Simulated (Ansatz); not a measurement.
# AlRh (Pm-3m): Grüneisen parameters

Does AlRh (Pm-3m) expand much on heating, by its phonons?

Calculated with Ansatz 0.2.0; DFT PBEsol, scalar-relativistic, plane waves, PAW.

Report form: the programs' logs are mostly left out.

## (1) The starting structure

Symmetry: Pm-3m, No. 221, cubic system. The conventional cell has a = 2.972 Å, b = 2.972 Å, c = 2.972 Å, α = 90.00°, β = 90.00°, γ = 90.00°. Al has 8 Rh at 2.57 Å nearest. Rh has 8 Al at 2.57 Å nearest. Farther neighbours are not listed.

## (2) The dispersion

The cell comes from relaxations at this level that are not shown. Stability and thermal properties need the whole zone. Linear response on a 4×4×4 q mesh gives force constants as far as a supercell of that size would.

Input file input.yaml:

```yaml
crystal:
  lattice:
    - [2.9719338076, 0.0, 0.0]
    - [0.0, 2.9719338076, 0.0]
    - [0.0, 0.0, 2.9719338076]
  atoms:
    - { symbol: Al, position: [0.0, 0.0, 0.0] }
    - { symbol: Rh, position: [0.5, 0.5, 0.5] }
kpoints:
  mp_grid: { grid: [12, 12, 12] }
hamiltonian:
  xc: pbesol
scf:
  occupations: { method: methfessel_paxton, width: 0.15 }
output:
  eigenvalues: true
phonons:
  method: dfpt
  qmesh: [4, 4, 4]
  temperatures: { t_max: 1000, t_step: 50 }
  qpath:
    path:
      - [[0.0, 0.0, 0.0], [0.0, 0.5, 0.0], [0.5, 0.5, 0.0], [0.0, 0.0, 0.0], [0.5, 0.5, 0.5], [0.0, 0.5, 0.0]]
      - [[0.5, 0.5, 0.5], [0.5, 0.5, 0.0]]
    npoints: 10
```

Started as:

```
$ ansatz run input.yaml --threads 4 --pin off --max-ram 7168MiB --backend cpu --events-out ev --progress --plain --runs-dir out
```

Wall time 1.8 min (4 threads of Arm Neoverse V2, shared host); peak memory 1.2 GiB.

This step gave:

- volume per atom: 13.12 Å³
- gap on the k-mesh: 0 eV
- sum-rule residual before enforcement: 1.68e-4 eV/Å²
- lowest frequency on the path: 0 cm⁻¹
- point group: m-3m
- highest frequency on the path or at a solved wavevector: 413.4 cm⁻¹
- mean frequency: 236.9 cm⁻¹
- Debye temperature (second moment): 468 K
- logarithmic mean frequency: 220.1 cm⁻¹
- highest optical mode at the zone centre (no LO-TO term): 288.5 cm⁻¹
- lowest optical zone-centre mode: 288.5 cm⁻¹
- lowest mode on the q mesh (acoustic modes at Γ apart): 97 cm⁻¹
- zero-point energy per atom: 44.06 meV
- heat capacity at 300 K: 22.20 J/(mol atoms K)
- vibrational entropy at 300 K: 25.04 J/(mol atoms K)
- edges of the widest gap between branches, on path and mesh: 221.8, 259 cm⁻¹

Frequencies (cm⁻¹) solved at each irreducible wavevector; negative means imaginary. Frequencies by wavevector, by row:

```
q in reciprocal lattice units  star  mode 1  mode 2  mode 3  mode 4  mode 5  mode 6
                        0 0 0     1       0       0       0   288.5   288.5   288.5
                     0 0 0.25     6      97      97   161.5   284.2   284.2   362.1
                     0 0 -0.5     3   138.7   138.7   221.8   280.8   280.8   413.4
                  0 0.25 0.25    12   120.6   125.7   184.3   277.2   315.3   346.3
                  0 0.25 -0.5    12   143.5   160.1   187.9   269.7   316.3   360.6
                  0 -0.5 -0.5     3   152.3   166.9   166.9     259   339.8   339.8
               0.25 0.25 0.25     8   150.8   150.8     189   310.3   310.3   325.6
               0.25 0.25 -0.5    12   165.5   167.9   182.8   307.2   308.2   344.9
               0.25 -0.5 -0.5     6   166.8   187.1   187.1   299.8   335.8   335.8
               -0.5 -0.5 -0.5     1     201     201     201   333.9   333.9   333.9
```

Symmetry leaves 10 wavevectors to solve. The lowest mode among them, the acoustic zeros apart, lies at q = (0, 0, 0.25) and is real, 97.0 cm⁻¹.

## (3) Relaxing at another volume, volume ratio 0.97

The volume is scaled by 0.97 and held; symmetry leaves nothing to relax, so this is a single point. The modes can then be followed against volume.

input.yaml, the sections that differ from step 2:

```yaml
crystal:
  lattice:
    - [2.9419122216, 0.0, 0.0]
    - [0.0, 2.9419122216, 0.0]
    - [0.0, 0.0, 2.9419122216]
  atoms:
    - { symbol: Al, position: [0.0, 0.0, 0.0] }
    - { symbol: Rh, position: [0.5, 0.5, 0.5] }
output:
  forces: true
  stress: true
  eigenvalues: true
# kpoints, hamiltonian, scf: as in step 2
# phonons: removed
```

Elapsed: 0.5 s, on 4 threads; peak memory 0.29 GiB; 1.4 s of CPU time.

This step gave:

- pressure: 6.936 GPa
- volume per atom: 12.73 Å³

The run ends at a pressure of 6.94 GPa.

## (4) Phonons at the other volume, volume ratio 0.97

The phonons are repeated at this volume on the same k and q meshes.

input.yaml, the sections that differ from step 3:

```yaml
output:
  eigenvalues: true
phonons:
  method: dfpt
  qmesh: [4, 4, 4]
  temperatures: { t_max: 1000, t_step: 50 }
  qpath:
    path:
      - [[0.0, 0.0, 0.0], [0.0, 0.5, 0.0], [0.5, 0.5, 0.0], [0.0, 0.0, 0.0], [0.5, 0.5, 0.5], [0.0, 0.5, 0.0]]
      - [[0.5, 0.5, 0.5], [0.5, 0.5, 0.0]]
    npoints: 10
# crystal, kpoints, hamiltonian, scf: as in step 3
```

The job ended after 1.8 min (4 threads; peak memory 1.2 GiB; 6.8 min of CPU time).

This step gave:

- sum-rule residual before enforcement: 1.39e-4 eV/Å²
- highest frequency on the path or at a solved wavevector: 433.5 cm⁻¹
- mean frequency: 251 cm⁻¹
- Debye temperature (second moment): 496 K
- logarithmic mean frequency: 233 cm⁻¹
- highest optical mode at the zone centre (no LO-TO term): 308.1 cm⁻¹
- lowest optical zone-centre mode: 308.1 cm⁻¹
- lowest mode on the q mesh (acoustic modes at Γ apart): 102.6 cm⁻¹
- zero-point energy per atom: 46.69 meV
- heat capacity at 300 K: 21.89 J/(mol atoms K)
- vibrational entropy at 300 K: 23.78 J/(mol atoms K)
- edges of the widest gap between branches, on path and mesh: 234.8, 275.8 cm⁻¹

Frequencies (cm⁻¹) solved at each irreducible wavevector; negative means imaginary. Frequencies by wavevector, by row:

```
q in reciprocal lattice units  star  mode 1  mode 2  mode 3  mode 4  mode 5  mode 6
                        0 0 0     1       0       0       0   308.1   308.1   308.1
                     0 0 0.25     6   102.6   102.6   170.7   302.5   302.5   382.1
                     0 0 -0.5     3   148.1   148.1   234.8     297     297   433.5
                  0 0.25 0.25    12   127.9   130.7     196   294.7   336.5   364.2
                  0 0.25 -0.5    12   152.6   169.2   196.9   286.2   336.6   381.4
                  0 -0.5 -0.5     3   161.4   173.7   173.7   275.8   362.6   362.6
               0.25 0.25 0.25     8   159.3   159.3   199.6   329.8   329.8   344.1
               0.25 0.25 -0.5    12   174.6   180.2     192   324.4   328.9   365.4
               0.25 -0.5 -0.5     6     179   197.4   197.4   317.3   356.6   356.6
               -0.5 -0.5 -0.5     1   215.7   215.7   215.7   352.2   352.2   352.2
```

The highest optical mode at the zone centre (no LO-TO term) is 308.1 cm⁻¹, +19.7 cm⁻¹ against the base run.

## (5) Relaxing at another volume, volume ratio 1.03

The volume is scaled by 1.03 and held; symmetry leaves nothing to relax, so this is a single point. The modes can then be followed against volume.

input.yaml, the sections that differ from step 4:

```yaml
crystal:
  lattice:
    - [3.0013608086, 0.0, 0.0]
    - [0.0, 3.0013608086, 0.0]
    - [0.0, 0.0, 3.0013608086]
  atoms:
    - { symbol: Al, position: [0.0, 0.0, 0.0] }
    - { symbol: Rh, position: [0.5, 0.5, 0.5] }
output:
  forces: true
  stress: true
  eigenvalues: true
# kpoints, hamiltonian, scf: as in step 4
# phonons: removed
```

Elapsed: 0.57 s, on 4 threads; peak memory 0.3 GiB; 1.6 s of CPU time.

Numbers from this step:

* pressure: -5.868 GPa
* volume per atom: 13.52 Å³

The run ends at a pressure of -5.87 GPa.

## (6) Phonons at the other volume, volume ratio 1.03

input.yaml, the sections that differ from step 5:

```yaml
output:
  eigenvalues: true
phonons:
  method: dfpt
  qmesh: [4, 4, 4]
  temperatures: { t_max: 1000, t_step: 50 }
  qpath:
    path:
      - [[0.0, 0.0, 0.0], [0.0, 0.5, 0.0], [0.5, 0.5, 0.0], [0.0, 0.0, 0.0], [0.5, 0.5, 0.5], [0.0, 0.5, 0.0]]
      - [[0.5, 0.5, 0.5], [0.5, 0.5, 0.0]]
    npoints: 10
# crystal, kpoints, hamiltonian, scf: as in step 5
```

It took 2.3 min on 4 threads; peak memory 1.2 GiB; 8.9 min of CPU time.

This step gave:

- sum-rule residual before enforcement: 2.25e-4 eV/Å²
- highest frequency on the path or at a solved wavevector: 393.7 cm⁻¹
- mean frequency: 223.4 cm⁻¹
- Debye temperature (second moment): 441 K
- logarithmic mean frequency: 207.6 cm⁻¹
- highest optical mode at the zone centre (no LO-TO term): 269.5 cm⁻¹
- lowest optical zone-centre mode: 269.5 cm⁻¹
- lowest mode on the q mesh (acoustic modes at Γ apart): 91.52 cm⁻¹
- zero-point energy per atom: 41.54 meV
- heat capacity at 300 K: 22.48 J/(mol atoms K)
- vibrational entropy at 300 K: 26.34 J/(mol atoms K)
- edges of the widest gap between branches, on path and mesh: 209.5, 242.8 cm⁻¹

The highest optical mode at the zone centre (no LO-TO term) is 269.5 cm⁻¹, -18.9 cm⁻¹ against the base run.

## (7) Grüneisen parameters

The Grüneisen parameter of a mode is minus the logarithmic change of its frequency with volume, −d ln ω / d ln V; weighted by heat capacity it gives the expansion.

This step gave:

- bulk modulus: 213.3 GPa

The phonon branches at the labelled points (cm⁻¹):

```
    point  branch 1  branch 2  branch 3  branch 4  branch 5  branch 6
        Γ         0         0         0       288       288       288
  halfway        97        97       162       284       284       362
        X       139       139       222       281       281       413
  halfway       144       160       188       270       316       361
        M       152       167       167       259       340       340
  halfway       121       126       184       277       315       346
        Γ         0         0         0       288       288       288
  halfway       151       151       189       310       310       326
        R       201       201       201       334       334       334
  halfway       166       168       183       307       308       345
        X       139       139       222       281       281       413
jump to R       201       201       201       334       334       334
  halfway       167       187       187       300       336       336
        M       152       167       167       259       340       340
```

The same for volume x 0.97:

```
point  branch 1  branch 2  branch 3  branch 4  branch 5  branch 6
    Γ         0         0         0       308       308       308
    X       148       148       235       297       297       434
    M       161       174       174       276       363       363
    Γ         0         0         0       308       308       308
    R       216       216       216       352       352       352
    X       148       148       235       297       297       434
    R       216       216       216       352       352       352
    M       161       174       174       276       363       363
```

The same for volume x 1.03:

```
point  branch 1  branch 2  branch 3  branch 4  branch 5  branch 6
    Γ         0         0         0       270       270       270
    X       130       130       210       265       265       394
    M       144       160       160       243       318       318
    Γ         0         0         0       270       270       270
    R       187       187       187       316       316       316
    X       130       130       210       265       265       394
    R       187       187       187       316       316       316
    M       144       160       160       243       318       318
```

Mode Grueneisen parameter -dln(w)/dln(V), modes matched by rank; at Γ the acoustic branches take the value of a neighbouring point of the path. The mode Grüneisen parameters at the labelled points ():

```
    point  branch 1  branch 2  branch 3  branch 4  branch 5  branch 6
        Γ      1.65      1.65      1.73      2.23      2.23      2.23
  halfway      1.91      1.91      1.85      2.10      2.10      1.82
        X      2.22      2.22      1.90      1.89      1.89      1.60
  halfway      2.10      1.87      1.55      2.00      2.11      1.88
        M      1.96      1.33      1.33      2.12      2.18      2.18
  halfway      1.98      1.30      2.07      2.06      2.20      1.69
        Γ      1.67      1.12      2.00      2.23      2.23      2.23
  halfway      1.85      1.85      1.84      2.05      2.05      1.85
        R      2.40      2.40      2.40      1.79      1.79      1.79
  halfway      1.88      2.33      1.63      1.97      2.06      1.93
        X      2.22      2.22      1.90      1.89      1.89      1.60
jump to R      2.40      2.40      2.40      1.79      1.79      1.79
  halfway      2.40      1.81      1.81      1.91      2.01      2.01
        M      1.96      1.33      1.33      2.12      2.18      2.18
```

(dS/dlnV)/C_V. Table of thermodynamic Grueneisen parameter by temperature:

```
temperature (K)  thermodynamic Grueneisen parameter
             50                                1.86
            100                                1.90
            150                                1.92
            200                                1.92
            250                                1.92
            300                                1.93
            350                                1.93
            400                                1.93
            450                                1.93
            500                                1.93
            550                                1.93
            600                                1.93
            650                                1.93
            700                                1.93
            750                                1.93
            800                                1.93
            850                                1.93
            900                                1.93
            950                                1.93
           1000                                1.93
```

Gamma C_V/(B V) at the static volume. Volume expansion against temperature:

```
temperature (K)  volume expansion (1e-6/K)
             50                       3.56
            100                       12.5
            150                       18.7
            200                       22.1
            250                       24.1
            300                       25.4
            350                       26.1
            400                       26.7
            450                       27.0
            500                       27.3
            550                       27.5
            600                       27.7
            650                       27.8
            700                       27.9
            750                       28.0
            800                       28.0
            850                       28.1
            900                       28.1
            950                       28.2
           1000                       28.2
```

## (8) Summary of results

```json
{
  "bulk modulus": "213 GPa",
  "thermodynamic Grüneisen parameter at 300 K": "1.925",
  "volume expansion at 300 K, estimated": "25.35 × 10⁻⁶ K⁻¹"
}
```

**Reading.** By this estimate the volume grows by 25.4 × 10⁻⁶ per kelvin at 300 K. The highest optical mode at Γ goes from 308 to 270 cm⁻¹ as the cell grows, a Grüneisen parameter of 2.23. Mode parameters on the path run from 1.1 to 2.4, with a median of 2.0. Branches are matched by rank, so values near crossings are rough. The expansion is the Grüneisen estimate at the static volume, with the static bulk modulus. With no gap, or one that is small against the smearing, the frequencies hang on the k mesh and the smearing, most of all near Kohn anomalies.

[Logs are printed without paths, hosts, clocks, repeated set-up lines and the standing remarks that a program may print on its own settings, such as how far it seeks lower states.]

[Hosts, paths, dates, database ids (printed as entryN), source tags and the programs' standing remarks are cut or masked in the printed files.]
